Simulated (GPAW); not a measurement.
# Geometry or basis: what sets the conductance of CO in line between two Li chains

Aim: the conductance of CO in line between two Li chains after relaxation, and whether geometry, basis or functional moves it most.

Calculated with GPAW 26.7.0; GPAW LCAO, PAW setups; relaxation of the junction within the symmetry of its start, lead ends held, in the first sound run; inputs show where later runs differ.

### Step 1. The starting structure

The cell holds 14 atoms: 12 Li, 1 C and 1 O. Its edges and angles: a = 9.000 Å, b = 9.000 Å, c = 37.447 Å, α = 90.0°, β = 90.0°, γ = 90.0°. Regions: left lead, 6 atoms (6 Li); channel, 2 atoms (1 C and 1 O); right lead, 6 atoms (6 Li). Vacuum lies along a and b. The structure is stacked along c, and the current runs across the ab planes.

### Step 2. Relaxing the atoms

Transmission follows bond lengths closely, so the atoms between the held lead ends are relaxed first, within whatever symmetry the start has.

run.py reads:

```python
import json
from ase import Atoms
from ase.constraints import FixAtoms
from ase.optimize import BFGS
from gpaw import GPAW, FermiDirac

device = Atoms(
    ['Li', 'Li', 'Li', 'Li', 'Li', 'Li', 'C', 'O', 'Li', 'Li', 'Li', 'Li', 'Li', 'Li'],
    positions=[
        [4.50000, 4.50000, 1.47500],
        [4.50000, 4.50000, 4.42500],
        [4.50000, 4.50000, 7.37500],
        [4.50000, 4.50000, 10.32500],
        [4.50000, 4.50000, 13.27500],
        [4.50000, 4.50000, 16.22500],
        [4.50000, 4.50000, 18.19870],
        [4.50000, 4.50000, 19.35870],
        [4.50000, 4.50000, 21.22230],
        [4.50000, 4.50000, 24.17230],
        [4.50000, 4.50000, 27.12230],
        [4.50000, 4.50000, 30.07230],
        [4.50000, 4.50000, 33.02230],
        [4.50000, 4.50000, 35.97230]],
    cell=[[9.0, 0.0, 0.0], [0.0, 9.0, 0.0], [0.0, 0.0, 37.4473]],
    pbc=True)

device.set_constraint(FixAtoms([0, 1, 2, 3, 4, 9, 10, 11, 12, 13]))
device.calc = GPAW(mode='lcao', basis='dzp', xc='PBE', h=0.18,
                   kpts={'size': (1, 1, 2), 'gamma': True},
                   symmetry={'tolerance': 1e-3, 'extra_ids': [1, 1, 1, 1, 1, 0, 0, 0, 0, 1, 1, 1, 1, 1]},
                   occupations=FermiDirac(0.1), maxiter=250,
                   mixer=dict(beta=0.1, nmaxold=8, weight=100.0),
                   convergence=dict(density=0.0001), txt='relax.txt')
path = []
opt = BFGS(device, maxstep=0.15)
opt.attach(lambda: path.append((device.get_potential_energy(), device.positions.tolist(), device.get_forces().tolist())))
relaxed = bool(opt.run(fmax=0.05, steps=50))
json.dump(dict(relaxed=relaxed, path=path, positions=device.positions.tolist(), moments=device.get_magnetic_moments().tolist(),
               forces=device.get_forces(apply_constraint=False).tolist()), open('result.json', 'w'))
```

Command:

```
$ OMP_NUM_THREADS=1 OPENBLAS_NUM_THREADS=1 python run.py
```

Log:

```text
Step          Energy          fmax
BFGS:    0      -23.975189        4.307022
BFGS:    1      -23.905373        4.498528
BFGS:    2      -24.072294        1.011474
BFGS:    3      -24.082921        0.409053
BFGS:    4      -24.087932        0.351736
BFGS:    5      -24.105826        0.090331
BFGS:    6      -24.106152        0.065222
BFGS:    7      -24.106280        0.048115
```

Run time: 4.3 min. Hardware: 1 thread of Arm Neoverse V1, shared host; peak memory 1.5 GiB.

Step by step:

```
step  energy less that of the first step (eV)  largest force (eV/Å)
   1                                   0.0000                4.3070
   2                                   0.0833                4.4985
   3                                  -0.0902                1.0115
   4                                  -0.1031                0.4091
   5                                  -0.1085                0.3517
   6                                  -0.1290                0.0903
   7                                  -0.1298                0.0652
   8                                  -0.1301                0.0481
```

The atoms that moved most (Å):

```csv
atom,dx,dy,dz,length
Li6,0.000,0.000,-0.092,0.092
Li9,0.000,0.000,0.068,0.068
O8,0.000,0.000,0.042,0.042
C7,0.000,0.000,-0.006,0.006
```

The relaxation lowered the energy of the cell by 0.130 eV (energies extrapolated to zero smearing; the optimiser's log prints free energies). The largest force left on a free atom is 0.048 eV/Å.

### Step 3. Double-zeta polarised basis

Localised orbitals split the wire into layers that couple to their neighbours alone, which is what the Green's function method needs; double zeta with polarisation is the usual level for numbers.

This step: GPAW LCAO, PAW setups; Landauer transmission from Green's functions with principal layers (ASE), zero bias (GPAW 26.7.0).

run.py reads:

```python
import json
import numpy as np
from ase import Atoms
from ase.transport.calculators import TransportCalculator
from gpaw import GPAW, FermiDirac
from gpaw.lcao.tools import get_lcao_hamiltonian
from scipy.linalg import eigh

# The junction with lead layers at both ends, along the third cell vector
device = Atoms(
    ['Li', 'Li', 'Li', 'Li', 'Li', 'Li', 'C', 'O', 'Li', 'Li', 'Li', 'Li', 'Li', 'Li'],
    positions=[
        [4.50000, 4.50000, 1.47500],
        [4.50000, 4.50000, 4.42500],
        [4.50000, 4.50000, 7.37500],
        [4.50000, 4.50000, 10.32500],
        [4.50000, 4.50000, 13.27500],
        [4.50000, 4.50000, 16.13290],
        [4.50000, 4.50000, 18.19243],
        [4.50000, 4.50000, 19.40065],
        [4.50000, 4.50000, 21.29056],
        [4.50000, 4.50000, 24.17230],
        [4.50000, 4.50000, 27.12230],
        [4.50000, 4.50000, 30.07230],
        [4.50000, 4.50000, 33.02230],
        [4.50000, 4.50000, 35.97230]],
    cell=[[9.0, 0.0, 0.0], [0.0, 9.0, 0.0], [0.0, 0.0, 37.4473]],
    pbc=True)

# One principal layer of the lead: the first 3 atoms of the device
lead = Atoms(
    ['Li', 'Li', 'Li'],
    positions=[
        [4.50000, 4.50000, 1.47500],
        [4.50000, 4.50000, 4.42500],
        [4.50000, 4.50000, 7.37500]],
    cell=[[9.0, 0.0, 0.0], [0.0, 9.0, 0.0], [0.0, 0.0, 8.85]],
    pbc=True)

settings = dict(mode='lcao', basis='dzp', xc='PBE', h=0.18,
                occupations=FermiDirac(0.1), maxiter=250,
                mixer=dict(beta=0.1, nmaxold=8, weight=100.0),
                convergence=dict(density=0.0001))
energies = np.arange(-2, 2 + 1e-9, 0.025)
eta = 0.0001
n1, n2 = 1, 1
# k and -k transmit alike, so half of the mesh across the current serves
mesh = [(i, j) for i in range(n1) for j in range(n2) if (i, j) <= (-i % n1, -j % n2)]
weights = np.array([1 if (i, j) == (-i % n1, -j % n2) else 2 for i, j in mesh]) / (n1 * n2)


def ground_state(atoms, size, txt):
    atoms.calc = GPAW(kpts={'size': size, 'gamma': True}, symmetry={'tolerance': 1e-3}, txt=txt, **settings)
    atoms.get_potential_energy()
    return atoms.calc.get_fermi_level()


def blocks(atoms, fermi, points, nz, cells):
    """H - E_F S and S between cell 0 and the cells above it, at each point across the current."""
    kz = np.arange(nz) / nz
    calc = atoms.calc.fixed_density(kpts=[(*k, z) for k in points for z in kz], symmetry='off', txt=None)
    H, S = get_lcao_hamiltonian(calc)
    H = (H - fermi * S).reshape(len(H), len(points), nz, *S.shape[1:])
    S = S.reshape(H.shape[1:])
    phases = [np.exp(-2j * np.pi * kz * R) / nz for R in cells]
    return [(np.einsum('skzij,z->ksij', H, p), np.einsum('kzij,z->kij', S, p)) for p in phases]


def pair(a, b):
    return np.block([[a, b], [b.T.conj(), a]])


def count_channels(h, s, cells, nk=240):
    """Half the number of times that the lead's bands cross each energy, unfolded to its shortest repeat."""
    b = len(h) // cells
    bands = []
    for k in (np.arange(nk + 1) + 0.5) / nk:
        hk, sk = h[:b, :b].copy(), s[:b, :b].copy()
        for R in range(1, cells):
            phase, block = np.exp(2j * np.pi * k * R), slice(R * b, (R + 1) * b)
            hk += h[:b, block] * phase + (h[:b, block] * phase).T.conj()
            sk += s[:b, block] * phase + (s[:b, block] * phase).T.conj()
        w, u = eigh(sk)
        x = u[:, w > 1e-5] / w[w > 1e-5]**0.5  # drop near-dependent combinations
        bands.append(np.r_[eigh(x.T.conj() @ hk @ x, eigvals_only=True), [1e9] * (w <= 1e-5).sum()])
    below = np.array(bands)[:, :, None] < energies
    return (below[1:] != below[:-1]).sum((0, 1)) / 2


fermi_lead = ground_state(lead, (1, 1, 13), 'lead.txt')
fermi_device = ground_state(device, (1, 1, 2), 'device.txt')
T, channels, eigen, tail, misfit, shifts = [], [], [], 0.0, 0.0, []
for first in range(0, len(mesh), 566):
    points = [(i / n1, j / n2) for i, j in mesh[first:first + 566]]
    (H0k, S0k), (H1k, S1k), (H2k, _) = blocks(lead, fermi_lead, points, 5, range(3))
    [(Hk, Sk)] = blocks(device, fermi_device, points, 2, [0])
    tail = max(tail, abs(H2k).max())
    for H0, S0, H1, S1, H, S in zip(H0k, S0k, H1k, S1k, Hk, Sk):
        n = len(S0)
        # Shift the lead onto the potential of the device's first layer
        shift = ((H[:, 0, 0] - H0[:, 0, 0]) / S0[0, 0]).real.mean()
        shifts.append(shift)
        misfit = max(misfit, abs(H[:, :n, :n] - H0 - shift * S0).max())
        Tk, Ck, Ek = [], [], []
        for s in range(len(H)):
            t = s % len(H0)  # a lead without moments serves both spins
            h1, s1 = pair(H0[t] + shift * S0, H1[t] + shift * S1), pair(S0, S1)
            leads = dict(h1=h1, s1=s1, energies=energies, eta=eta, eta1=eta, eta2=eta)
            calc = TransportCalculator(h=H[s], s=S, eigenchannels=3, **leads)
            Tk.append(calc.get_transmission())
            Ek.append(np.sort(calc.eigenchannels_ne, axis=0)[::-1])
            Ck.append(count_channels(h1, s1, 6))
        T.append(Tk)
        channels.append(Ck)
        eigen.append(Ek)
T, channels = np.array(T), np.array(channels)
mean, open_channels = np.einsum('kse,k->se', T, weights), np.einsum('kse,k->se', channels, weights)

print(f'basis functions: device {len(S)}, principal layer {n}')
print(f'Fermi level: lead {fermi_lead:.4f} eV, device {fermi_device:.4f} eV; lead shifted by {np.mean(shifts):.4f} eV')
print(f'largest coupling past the next layer {tail:.2e} eV, largest misfit of the first layer {misfit:.3f} eV')
print('  E-E_F (eV)   ' + 'T (one spin)  channels')
for e, t, c in zip(energies, mean.T, open_channels.T):
    print(f'{e:10.3f}  ', *[f'{x:11.4e}' for x in t], *[f'{x:9.4f}' for x in c])

kT = 8.617333e-5 * 300
fine = np.linspace(energies[0], energies[-1], 4001)
both = np.exp(np.interp(fine, energies, np.log(np.maximum(mean.sum(0) * 2 / len(mean), 1e-30))))
fermi = lambda mu: 1 / (1 + np.exp(np.clip((fine - mu) / kT, -200, 200)))
slope = fermi(0) * (1 - fermi(0)) / kT
G = np.trapezoid(both * slope, fine) / 2
seebeck = -np.trapezoid(both * slope * fine, fine) / (2 * G * 300) * 1e6
print(f'conductance at 300 K: {G:.5g} G0 a cell; thermopower {seebeck:.4g} uV/K')
bias = [0.1, 0.2, 0.5, 1.0, 1.5, 2.0]
current = [38.74 * np.trapezoid(both * (fermi(V / 2) - fermi(-V / 2)), fine) for V in bias]
for V, I in zip(bias, current):
    print(f'current from the zero-bias T(E) at {V} V: {I:.5g} uA')
zero = abs(energies).argmin()
json.dump(dict(energies=energies.tolist(), T=mean.tolist(), channels=open_channels.tolist(), G=G, seebeck=seebeck,
               bias=bias, current=current, tail=tail, misfit=misfit, shift=np.mean(shifts), n_device=len(S), n_lead=n,
               fermi=[fermi_lead, fermi_device], energy=device.get_potential_energy(),
               moments=device.get_magnetic_moments().tolist(), mesh=mesh, weights=weights.tolist(),
               T_k=T[:, :, zero].tolist(), eigen=np.array(eigen[0]).tolist()), open('result.json', 'w'))
```

Log:

```text
basis functions: device 86, principal layer 15
Fermi level: lead -2.7382 eV, device -2.5534 eV; lead shifted by 0.0011 eV
largest coupling past the next layer 1.28e-08 eV, largest misfit of the first layer 0.033 eV
  E-E_F (eV)   T (one spin)  channels
    -2.000    7.9221e-18    0.0000
    -1.975    7.7885e-18    0.0000
    -1.950    7.6547e-18    0.0000
    -1.925    7.5208e-18    0.0000
    -1.900    7.3868e-18    0.0000
    -1.875    7.2526e-18    0.0000
    -1.850    7.1182e-18    0.0000
    -1.825    6.9838e-18    0.0000
    -1.800    6.8492e-18    0.0000
    -1.775    6.7146e-18    0.0000
    -1.750    6.5798e-18    0.0000
    -1.725    6.4449e-18    0.0000
    -1.700    6.3098e-18    0.0000
    -1.675    6.1746e-18    0.0000
    -1.650    6.0393e-18    0.0000
    -1.625    5.9037e-18    0.0000
[...]
1.825    1.8683e-03    1.0000
     1.850    1.9458e-03    1.0000
     1.875    2.0144e-03    1.0000
     1.900    2.0727e-03    1.0000
     1.925    2.1189e-03    1.0000
     1.950    2.1514e-03    1.0000
     1.975    2.1687e-03    1.0000
     2.000    2.1688e-03    1.0000
conductance at 300 K: 0.0014333 G0 a cell; thermopower 5.25 uV/K
current from the zero-bias T(E) at 0.1 V: 0.011074 uA
current from the zero-bias T(E) at 0.2 V: 0.021968 uA
current from the zero-bias T(E) at 0.5 V: 0.052228 uA
current from the zero-bias T(E) at 1.0 V: 0.093094 uA
current from the zero-bias T(E) at 1.5 V: 0.12234 uA
current from the zero-bias T(E) at 2.0 V: 0.12637 uA
```

Elapsed: 68 s, on 1 thread; peak memory 1.6 GiB.

This step gave:

* conductance: 0.001433 G₀
* thermopower: 5.250 μV/K
* largest coupling past the next principal layer: 1.28e-8 eV
* largest misfit of the first principal layer: 0.03288 eV
* shift that aligns the lead: 0.001054 eV
* basis functions of the junction: 86
* basis functions of a principal layer: 15
* transmission at the Fermi level (one spin): 0.001445
* open channels of the lead at the Fermi level (one spin): 1

One spin. The transmission, zone mean by energy, zero at the Fermi level:

energy (eV), transmission, zone mean and a bar:
```
   -2.000    0.00000 
   -1.900    0.00000 
   -1.800    0.00000 
   -1.700    0.00000 
   -1.600    0.00000 
   -1.500    0.00000 
   -1.400    0.00000 
   -1.300    0.00000 
   -1.200    0.00000 
   -1.100    0.00000 
   -1.000    0.00000 
   -0.900    0.00000 
   -0.800    0.00000 
   -0.700    0.00102 ##############
   -0.600    0.00124 #################
   -0.500    0.00128 ##################
   -0.400    0.00131 ##################
   -0.300    0.00137 ###################
   -0.200    0.00145 ####################
   -0.100    0.00150 #####################
    0.000    0.00144 ####################
    0.100    0.00129 ##################
    0.200    0.00109 ###############
    0.300    0.00090 ############
    0.400    0.00073 ##########
    0.500    0.00058 ########
    0.600    0.00045 ######
    0.700    0.00033 #####
    0.800    0.00021 ###
    0.900    0.00011 #
    1.000    0.00003 
    1.100    0.00000 
    1.200    0.00003 
    1.300    0.00015 ##
    1.400    0.00035 #####
    1.500    0.00064 #########
    1.600    0.00100 ##############
    1.700    0.00140 ###################
    1.800    0.00178 #########################
    1.900    0.00207 #############################
    2.000    0.00217 ##############################
```

Crossings of the lead's bands, unfolded to its shortest repeat. Open channels, zone mean against energy, zero at the Fermi level:

```csv
energy (eV),"open channels, zone mean"
-0.800,0
-0.600,1
-0.400,1
-0.200,1
0.000,1
0.200,1
0.400,1
0.600,1
0.800,1
1.000,1
1.200,1
1.400,1
1.600,1
1.800,1
2.000,1
```

Not self-consistent under bias; the bias window is split evenly. Current through one cell, from the zero-bias transmission against bias:

```csv
bias (V),"current through one cell, from the zero-bias transmission (nA)"
0.100,11.1
0.200,22.0
0.500,52.2
1.000,93.1
1.500,122
2.000,126
```

Transmission of the three most open eigenchannels against energy, zero at the Fermi level:

| energy (eV) | channel 1 | channel 2 = channel 3 |
| --- | --- | --- |
| -0.800 | 2.7e-12 | 0 |
| -0.600 | 0.00124 | 0 |
| -0.400 | 0.00131 | 0 |
| -0.200 | 0.00145 | 0 |
| 0.000 | 0.00144 | 0 |
| 0.200 | 0.00109 | 0 |
| 0.400 | 7.3e-4 | 0 |
| 0.600 | 4.5e-4 | 0 |
| 0.800 | 2.1e-4 | 0 |
| 1.000 | 3.0e-5 | 0 |
| 1.200 | 3.5e-5 | 0 |
| 1.400 | 3.5e-4 | 0 |
| 1.600 | 1.0e-3 | 0 |
| 1.800 | 0.00178 | 0 |
| 2.000 | 0.00217 | 0 |

Couplings past the next layer reach 1.3e-8 eV, small enough to drop; the matrix elements of the cell's first layer differ from the bulk lead's by up to 0.033 eV. That layer keeps its own values in the calculation, and only beyond it is the lead taken as perfect. The Fermi levels of lead and junction count from different zeros of potential, one for each periodic cell; with both set to zero, the small remaining shift is what aligns them. By hand: G = 0.001433 × 77.48 μS = 0.111 μS, a resistance of 9004 kΩ; at 0.1 V a linear junction would pass 0.0111 μA, and the integral over the bias window gives 0.0111 μA. Mott's formula, S = -(π²/3)(k_B²T/e) d ln T/dE, has the prefactor 7.33 μV/K·eV at 300 K; T = 0.001468 at -0.025 eV and 0.001415 at 0.025 eV give a slope of -0.742 per eV and S = 5.44 μV/K, beside 5.25 μV/K from the thermal integral, which interpolates the same grid.

[end of part 1 of 3]

[Logs are printed without paths, hosts, clocks, repeated set-up lines and the standing remarks that a program may print on its own settings, such as how far it seeks lower states.]

[Hosts, paths, dates, database ids (printed as entryN), source tags and the programs' standing remarks are cut or masked in the printed files.]
